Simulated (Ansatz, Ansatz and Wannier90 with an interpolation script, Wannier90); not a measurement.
Rows from a G0W0 calculation on BiOCl (P4/nmm) (Ansatz 0.2.0; G0W0 on LDA, plane waves, PAW; 4×4×2 mesh, 462 empty bands, screening to 150 eV), in eV. Spin-orbit coupling is left out.

```csv
row,k,band,start,Σx,Σc at the solution,Vxc
A,"(0.000, 0.000, -0.500)",c1,10.090,-9.932,-3.683,-14.216
B,"(0.000, 0.250, -0.500)",c1,11.566,-11.597,-3.771,-16.099
C,"(0.000, 0.000, -0.500)",v1,7.240,-21.103,2.743,-17.557
D,"(0.000, 0.000, -0.500)",c2,10.431,-9.540,-4.000,-14.212
E,"(0.000, 0.250, -0.500)",v1,7.424,-22.846,2.783,-19.647
F,"(0.000, 0.250, -0.500)",c2,11.815,-11.115,-4.006,-15.872
```

Question: Give the quasiparticle energies and the shift of each level.

The quasiparticle equation reads E = start + Σx + Σc(E) − Vxc.

```csv
row,E (eV),shift (eV)
A,10.691,+0.601
B,12.296,+0.731
C,6.437,−0.803
D,11.102,+0.671
E,7.008,−0.416
F,12.566,+0.751
```

The gap over the computed points goes from 2.57 eV to 3.68 eV.

Limits: not at the basis limit; no spin-orbit coupling; coarse k mesh.

[Paths, hosts, dates, memory and timing lines, banners, echoed tables and standing remarks are left out of the program output.]

[Logs are printed without paths, hosts, clocks, repeated set-up lines and the standing remarks that a program may print on its own settings, such as how far it seeks lower states.]

[Runs of the session that timed out or met a known fault of the program may be left out.]

[Hosts, paths, dates, database ids (printed as entryN), source tags and the programs' standing remarks are cut or masked in the printed files.]
